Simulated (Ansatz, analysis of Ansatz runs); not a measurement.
**Interstitial H in bcc Ta, hop from a tetrahedral to the next tetrahedral site: migration barrier, PBE**

How near does this set-up come to the measured migration barrier? Subject: interstitial H in bcc Ta, hop from a tetrahedral to the next tetrahedral site. Set-up: PBE, 32-site cell, PBE lattice, 420 eV, k: 4x4x4 Gamma-centred, fixed occupations. The model is a cell of 32 host atoms with 1 H put in. The barrier is the energy of the highest image of a climbing band over the relaxed site that the atom leaves.

**The experiment.** Migration barrier: 0.152 eV, by Gorsky effect, pulsed-field-gradient NMR, Mössbauer motional narrowing (T > 250 K); average of cited values (quoted in “Explainable Machine Learning for Hydrogen Diffusion in Metals and Random Binary Alloys”, 2023, G. M. Lu et al., quoting earlier work (1976)).

Calculated with Ansatz 0.2.0; plane-wave PAW DFT, PBE; relaxation of all atoms of a defect supercell.

## 1. The starting structure

The cell holds 33 atoms: 32 Ta and 1 H. Cell: a = 9.392 Å, b = 9.392 Å, c = 9.392 Å, α = 60.0°, β = 60.0°, γ = 60.0°. It derives from Ta (space group Im-3m). Nearest the centre at fractional (0.312, 0.438, 0.562): H33 at 0.00 Å, Ta4 at 1.86 Å, Ta14 at 1.86 Å, Ta7 at 1.86 Å, Ta29 at 1.86 Å, Ta22 at 2.99 Å, Ta8 at 2.99 Å, Ta13 at 2.99 Å.

The host's primitive cell comes from a first run (plane-wave PAW DFT, PBE; relaxation of the host's cell and atoms): vectors of 2.876, 2.876 and 2.876 Å. That is 18.31 Å³ an atom, 1.6 % over the diffraction cell's volume. The supercell is built on it.

## 2. Relaxation, charge 0

A barrier counts from a true minimum, so both ends of the jump are relaxed first.

start/input.yaml reads:

```yaml
relax:
  f_tol: 0.02
  max_steps: 80
  escape_saddle: false
crystal:
  lattice:
    - [0.0, 6.64119614, 6.64119614]
    - [6.64119614, 0.0, 6.64119614]
    - [6.64119614, 6.64119614, 0.0]
  atoms:
    - { symbol: Ta, position: [0.0, 0.0, 0.0] }
    - { symbol: Ta, position: [0.125, 0.125, 0.125] }
    - { symbol: Ta, position: [0.25, 0.25, 0.25] }
    - { symbol: Ta, position: [0.375, 0.375, 0.375] }
    - { symbol: Ta, position: [0.0, 0.0, 0.5] }
    - { symbol: Ta, position: [0.125, 0.125, 0.625] }
    - { symbol: Ta, position: [0.25, 0.25, 0.75] }
    - { symbol: Ta, position: [0.375, 0.375, 0.875] }
    - { symbol: Ta, position: [0.0, 0.5, 0.0] }
    - { symbol: Ta, position: [0.125, 0.625, 0.125] }
    - { symbol: Ta, position: [0.25, 0.75, 0.25] }
    - { symbol: Ta, position: [0.375, 0.875, 0.375] }
    - { symbol: Ta, position: [0.0, 0.5, 0.5] }
    - { symbol: Ta, position: [0.125, 0.625, 0.625] }
    - { symbol: Ta, position: [0.25, 0.75, 0.75] }
    - { symbol: Ta, position: [0.375, 0.875, 0.875] }
    - { symbol: Ta, position: [0.5, 0.0, 0.0] }
    - { symbol: Ta, position: [0.625, 0.125, 0.125] }
    - { symbol: Ta, position: [0.75, 0.25, 0.25] }
    - { symbol: Ta, position: [0.875, 0.375, 0.375] }
    - { symbol: Ta, position: [0.5, 0.0, 0.5] }
    - { symbol: Ta, position: [0.625, 0.125, 0.625] }
    - { symbol: Ta, position: [0.75, 0.25, 0.75] }
    - { symbol: Ta, position: [0.875, 0.375, 0.875] }
    - { symbol: Ta, position: [0.5, 0.5, 0.0] }
    - { symbol: Ta, position: [0.625, 0.625, 0.125] }
    - { symbol: Ta, position: [0.75, 0.75, 0.25] }
    - { symbol: Ta, position: [0.875, 0.875, 0.375] }
    - { symbol: Ta, position: [0.5, 0.5, 0.5] }
    - { symbol: Ta, position: [0.625, 0.625, 0.625] }
    - { symbol: Ta, position: [0.75, 0.75, 0.75] }
    - { symbol: Ta, position: [0.875, 0.875, 0.875] }
    - { symbol: H, position: [0.3125, 0.4375, 0.5625] }
basis:
  ecutwfc: 420
  xc_grid: 2
hamiltonian:
  xc: pbe
kpoints:
  mp_grid: { grid: [4, 4, 4] }
scf:
  occupations: { method: fixed }
  max_iter: 100
output:
  forces: true
checkpoint:
  write: "../start.run"
  compress: false
  write_wavefunctions: true
  write_every: 100000
```

On the command line:

```
ansatz run input.yaml --threads 4 --pin off --max-ram 7536MiB --backend cpu --events-out ev --progress --plain --runs-dir out
```

What it wrote:

```text
Error: inconsistent input (scf.occupations.method, magnetization): a σ = 0 step fill (method: fixed, or a smearing width below the step floor) cannot realise an odd electron count (417) without a locked total moment — the per-k integer fill puts the same [...]
```

The job ended after 0.06 s (4 threads of Arm Neoverse V1, shared host; peak memory 0.072 GiB).

The input was rejected at the start.

The program's message: “Error: inconsistent input (scf.occupations.method, magnetization): a σ = 0 step fill (method: fixed, or a smearing width below the step floor) cannot realise an odd electron count (417) without a lock …”

## 3. Outcome

The migration barrier was not obtained, because the step “relaxation, charge 0” was refused by the program.

[Logs are printed without paths, hosts, clocks, repeated set-up lines and the standing remarks that a program may print on its own settings, such as how far it seeks lower states.]

[Hosts, paths, dates, database ids (printed as entryN), source tags and the programs' standing remarks are cut or masked in the printed files.]

[For some hosts the program warned that the k-mesh of the response run may be too coarse for force constants and the static dielectric constant; such warnings are not shown here.]
